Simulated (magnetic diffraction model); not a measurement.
## Magnetic neutron pattern of CrHg₁₂

Space group I4/mmm (no. 139), a = 10.0410 Å, c = 5.9590 Å.

```
site  atom    x       y    z
  8j    Hg    0  0.2222  1/2
  8i    Hg    0  0.6426    0
  8f    Hg  1/4     3/4  1/4
  2a    Cr    0       0    0
```

This is a made-up structure (elements placed in a structure type, unrelaxed), so the numbers test the method and describe no known phase.

Only Cr is taken to order (form factors of Cr2+); orders and moment sizes are assumed, and not adapted to the symmetry. Radiation: neutrons of λ = 2.41 Å, 3° to 80°; isotropic B of 0.1 Å² (Hg) and 0.17 Å² (Cr). The intensities are simulated: I ∝ L Σ (|F_N|² + |F_M⊥|²) for unpolarised neutrons, with F_M = 2.695 fm/μB × Σ f(s) S exp(2πi Q·r) exp(−B s²) at Q = H ± k (one set where k and −k are equivalent), only the part normal to Q counting and L = 1/(sin²θ cos θ). For collinear order S is the moment m, which repeats by lattice and centring translations R with the sign exp(−2πi k·R). Form factors are spin-only for 3d ions and dipole or tabulated for f ions, scattering lengths are Sears's of 1992, and absorption is left out. A label names one of the reflections at its angle. The strongest nuclear line in the range is 100, and lines under 0.2 are left out.

Assume the order k = (0 1 0), collinear moments along [110], 1.92 μB on Cr.

Predict the pattern, nuclear and magnetic parts apart.

```csv
2θ (°),index,nuclear,magnetic
13.79,(1 0 0),0.0,0.9
19.54,(1 1 0),13.9,0.0
23.33,(0 0 1),0.0,0.3
27.20,(1 0 1),10.9,0.0
27.77,(2 0 0),12.6,0.0
30.61,(1 1 1),0.0,0.5
31.13,(2 1 0),0.0,0.3
36.58,(2 0 1),0.0,0.3
47.71,(0 0 2),10.5,0.0
48.78,(3 0 1),20.9,0.0
52.03,(1 1 2),4.5,0.0
56.11,(2 0 2),62.1,0.0
57.06,(3 2 1),69.5,0.0
57.38,(4 0 0),54.0,0.0
61.22,(3 3 0),2.7,0.0
63.74,(2 2 2),100.0,0.0
64.62,(4 1 1),60.8,0.0
64.92,(4 2 0),55.6,0.0
75.46,(5 1 0),2.2,0.0
76.40,(1 0 3),1.9,0.0
78.57,(5 0 1),0.8,0.0
```

The strongest magnetic line in the range is (1 0 0) at 13.79° (0.9). On top of the Lorentz factor, which all lines share, magnetic lines fade with angle because f falls: for Cr2+ it is 0.88, 0.62, 0.37 and 0.09 at sin θ/λ = 0.1, 0.2, 0.3 and 0.5 Å⁻¹, while nuclear lengths stay constant. The order has no net moment.

[Logs are printed without paths, hosts, clocks, repeated set-up lines and the standing remarks that a program may print on its own settings, such as how far it seeks lower states.]
